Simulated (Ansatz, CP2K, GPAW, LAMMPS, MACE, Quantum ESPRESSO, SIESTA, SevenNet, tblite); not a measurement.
# Amorphous Ge (61 atoms): other programs against plane waves

One geometry of amorphous Ge (61 atoms) is solved by several programs and methods. How far do their forces lie from a plane-wave PBE run?

Results are calculated, not measured.

**1. The cell**

The cell holds 61 atoms (61 Ge), with edges of 11.10, 11.10 and 11.10 Å. Recipe: 61 atoms (61 Ge) placed at random at 5.38 g/cm³, melted at 3500 K for 10 ps at fixed volume with the Tersoff potential (Tersoff, Phys. Rev. B 39, 5566 (1989)). Quenched from 3500 K to 100 K at 5 K/ps and fixed volume, held 5 ps, then minimised at fixed cell. The density is 5.38 g/cm³.

**2. The reference input**

Quantum ESPRESSO 7.5: Kohn-Sham DFT, PBE, SSSP efficiency 1.3.0 pseudopotentials, plane waves. Its input, pw.in:

```
&control
  calculation = 'scf'
  pseudo_dir = './pseudo'
  outdir = './tmp'
  disk_io = 'none'
  tprnfor = .true.
  tstress = .true.
/
&system
  ibrav = 0
  nat = 61
  ntyp = 1
  ecutwfc = 45
  ecutrho = 360
  nosym = .true.
  occupations = 'smearing'
  smearing = 'fd'
  degauss = 0.003675
/
&electrons
  conv_thr = 3.0e-07
  electron_maxstep = 100
  mixing_beta = 0.2
  mixing_mode = 'local-TF'
  diagonalization = 'david'
/
ATOMIC_SPECIES
Ge 72.630 Ge.upf
CELL_PARAMETERS angstrom
11.09880 0.00000 0.00000
0.00000 11.09880 0.00000
0.00000 0.00000 11.09880
ATOMIC_POSITIONS crystal
Ge 0.34460 0.32374 0.87106
Ge 0.84723 0.10943 0.56535
Ge 0.69746 0.86081 0.35585
Ge 0.32014 0.76232 0.44658
[... 55 atom lines left out ...]
Ge 0.16645 0.86111 0.56840
Ge 0.97495 0.77935 0.50700
K_POINTS gamma
```

```console
$ OMP_NUM_THREADS=1 mpirun -np 4 pw.x -in pw.in > output.txt
```

Run time: 2.5 min. Hardware: 4 MPI ranks of Arm Neoverse V2, shared host; peak memory 4 GiB; 10 min of CPU time.

It converged with an r.m.s. force component of 0.22 eV/Å and a pressure of 5.2 GPa.

**3. What was run beside it**

- CP2K 2026.2: Gaussian basis with GTH pseudopotentials and a plane-wave density; labels give functional, basis (MOLOPT sets; SR short-range, UZH the newer set with its own potentials), grid cutoff/relative cutoff and solver (OT: orbital transformation; TRS4, TC2, SIGN: linear-scaling purification with its sparsity filter), or its built-in tight binding.
- GPAW 26.7.0: PAW with atomic orbitals (LCAO), plane waves or a real-space grid of spacing h.
- MACE: machine-learned potential, published weights.
- Quantum ESPRESSO 7.5: plane waves; labels (QE) give functional, pseudopotential set and cutoffs of waves/density.
- SIESTA 5.4.2: numerical atomic orbitals, whose automatically made sets are far from complete, with PseudoDojo norm-conserving potentials that we converted to its format (checked against plane waves on the same files for H, C, O, Si, Ge and Ca alone); labels give functional, basis size, energy shift and mesh cutoff.
- SevenNet: machine-learned potential, published weights.
- tblite 0.8.0: extended tight binding, driven from Python.

All use the same cell and atoms, and the electronic-structure runs the same k-mesh.

**4. All runs compared**

Differences are against the reference: forces as r.m.s. over components, share as that over the reference's r.m.s. force, slope as the fitted ratio of a run's forces to the reference's.

```
                                                                    run  Δ force, r.m.s. (meV/Å)  share (%)  slope  Δ pressure (GPa)  cores  CPU time  memory (GiB)
                                                              reference                        -          -      -                 -      4    10 min           4.0
            CP2K PBE+D3(BJ), DZVP-MOLOPT-SR, 350/50 Ry, diagonalisation                     27.9       12.4  1.024            -0.971      2      77 s           1.8
          CP2K PBE, DZVP-MOLOPT (SR for Ge), 350/50 Ry, diagonalisation                     23.8       10.6  1.022              1.16      2      76 s           1.8
                   CP2K PBE, DZVP-MOLOPT-SR, 350/50 Ry, diagonalisation                     23.8       10.6  1.022              1.16      2      76 s           1.8
                   CP2K PBE, DZVP-MOLOPT-SR, 350/70 Ry, diagonalisation                     23.8       10.6  1.022              1.16      2   1.8 min           1.8
         CP2K PBE, TZV2P-MOLOPT (SR for Ge), 350/50 Ry, diagonalisation                     17.5       7.81  1.029             0.808      4   1.9 min           3.5
CP2K PBEsol, PBE potentials, DZVP-MOLOPT-SR, 350/50 Ry, diagonalisation                     35.1       15.6  1.085             0.400      2      76 s           1.8
CP2K revPBE, PBE potentials, DZVP-MOLOPT-SR, 350/50 Ry, diagonalisation                     23.6       10.5  0.997              1.46      2      75 s           1.8
                                            GPAW PBE, LCAO dzp, h 0.2 Å                     47.4       21.1  1.121                 -      1   2.6 min           1.4
                      GPAW PBE, LCAO dzp, h 0.2 Å, other mixer settings                     47.6       21.2  1.121                 -      1   3.4 min           1.3
                               GPAW PBE, LCAO sz(dzp), h 0.2 Å (coarse)                      157       70.1  1.409                 -      1      48 s           1.0
                                           GPAW RPBE, LCAO dzp, h 0.2 Å                     62.4       27.8  1.158                 -      1   2.6 min           1.4
                                            MACE MP-0b2 small potential                      195       86.8  0.507             -1.90      1     5.1 s          0.67
                                            MACE MPA-0 medium potential                      164       73.1  0.620            -0.353      1     6.2 s          0.77
                        QE PBE+D3(BJ), sssp-1.3.0-efficiency, 45/360 Ry                     8.82       3.93  1.002             -2.15      4    10 min           4.0
                 QE PBE, sssp-1.3.0-efficiency, 45/360 Ry, rmm-davidson                    0.646      0.288  1.000             0.005      4   9.5 min           4.2
                            SIESTA PBE, TZP, shift 0.01 Ry, mesh 300 Ry                     92.0       41.0  1.178              1.82      2   6.6 min           1.8
                                                SevenNet l3i5 potential                      195       86.8  0.481             -1.03      1       7 s          0.95
                                                        tblite GFN1-xTB                      127       56.4  0.798              1.91      1     5.3 s          0.13
```

Rows marked coarse were listed beforehand as settings not expected to be converged; some can still land near the reference.

Times of the machine-learned potentials are mostly Python's start and the loading of weights.

Runs without a result: CP2K GFN1-xTB, diagonalisation (not converged).

CPU time is summed over cores on shared hosts, so it is rough.

**5. What came out**

Forces lie from 0.29 % (QE PBE, sssp-1.3.0-efficiency, 45/360 Ry, rmm-davidson) to 87 % (MACE MP-0b2 small potential) of the reference's r.m.s. force of 0.22 eV/Å away from it. Other PBE runs on plane waves or a grid: QE PBE, sssp-1.3.0-efficiency, 45/360 Ry, rmm-davidson 0.29 % of the r.m.s. force; the reference has errors of its own, so differences under a few per cent don't tell which side is nearer the exact PBE result. The PBE runs in local orbitals, coarse settings apart, differ by 7.8 % (CP2K PBE, TZV2P-MOLOPT (SR for Ge), 350/50 Ry, diagonalisation) to 41 % (SIESTA PBE, TZP, shift 0.01 Ry, mesh 300 Ry); basis, grid and potentials can all enter. Tight binding differs by 56 % (tblite GFN1-xTB); it is another model, with fitted parameters of its own, and the xTB methods hold dispersion.

Machine-learned potentials differ by 73 % (MACE MPA-0 medium potential) to 87 % (MACE MP-0b2 small potential); they were trained on other programs' data. Among those trained on PBE data the slope goes as low as 0.48, with a correlation of 0.57, so directions differ as well as sizes. In the reference's own program, potentials and cutoffs, a change of model alone moves forces by 3.9 % (QE PBE+D3(BJ), sssp-1.3.0-efficiency, 45/360 Ry). Other rows with another functional or a dispersion term differ by 10 % (CP2K revPBE, PBE potentials, DZVP-MOLOPT-SR, 350/50 Ry, diagonalisation) to 28 % (GPAW RPBE, LCAO dzp, h 0.2 Å), which mixes the change of model with differences of basis and potentials, some of them made for another functional. Runs with settings chosen to be coarse differ by 70 % (GPAW PBE, LCAO sz(dzp), h 0.2 Å), their programs' other errors included. GPAW PBE, LCAO dzp, h 0.2 Å stiffens the forces by a factor of 1.12 while following their directions (correlation 0.988); the slopes of the 4 GPAW runs lie between 1.12 and 1.41. Pressures at PBE, coarse settings apart, lie +0.01 to +1.82 GPa from the reference's.

**Limits.** Periodic xTB results under one method name differ between programs and library versions. The potentials hold different valence shells: 854 electrons in the reference, 244 in CP2K with TZV2P-MOLOPT and 244 in GPAW; this bears on time and differences. GPAW's setups keep the filled d shell of Ge in the core. The reference's pressure holds the uncorrected Pulay stress of its 45 Ry basis, so small pressure differences may be the reference's own error. Machine-learned potentials mimic data converged in k, so the reference's own k-point error enters their differences. The quench rate of 5 K/ps is many orders above laboratory rates, so the cell is likely richer in defects and strain than a real sample. The network of bonds at the start is that of the classical potential that made the cell, and needn't be the one that DFT or experiment would give. The electronic-structure runs sample only Γ, in a cell whose shortest periodic width is 11 Å, which is coarse for a cell with partly filled levels. The reference's pressure of 5.2 GPa reflects the volume that the recipe set, positions that aren't this level's minimum and the basis. Spin–orbit coupling is left out. Where levels are smeared, the DFT runs use Fermi–Dirac occupations at 580 K (0.05 eV), and energies are free energies. The reference's cutoffs and mesh weren't converged further here.

[Logs are printed without paths, hosts, clocks, repeated set-up lines and the standing remarks that a program may print on its own settings, such as how far it seeks lower states.]

[Hosts, paths, dates, database ids (printed as entryN), source tags and the programs' standing remarks are cut or masked in the printed files.]

[Cells were taken only where this reference lay near another plane-wave run.]
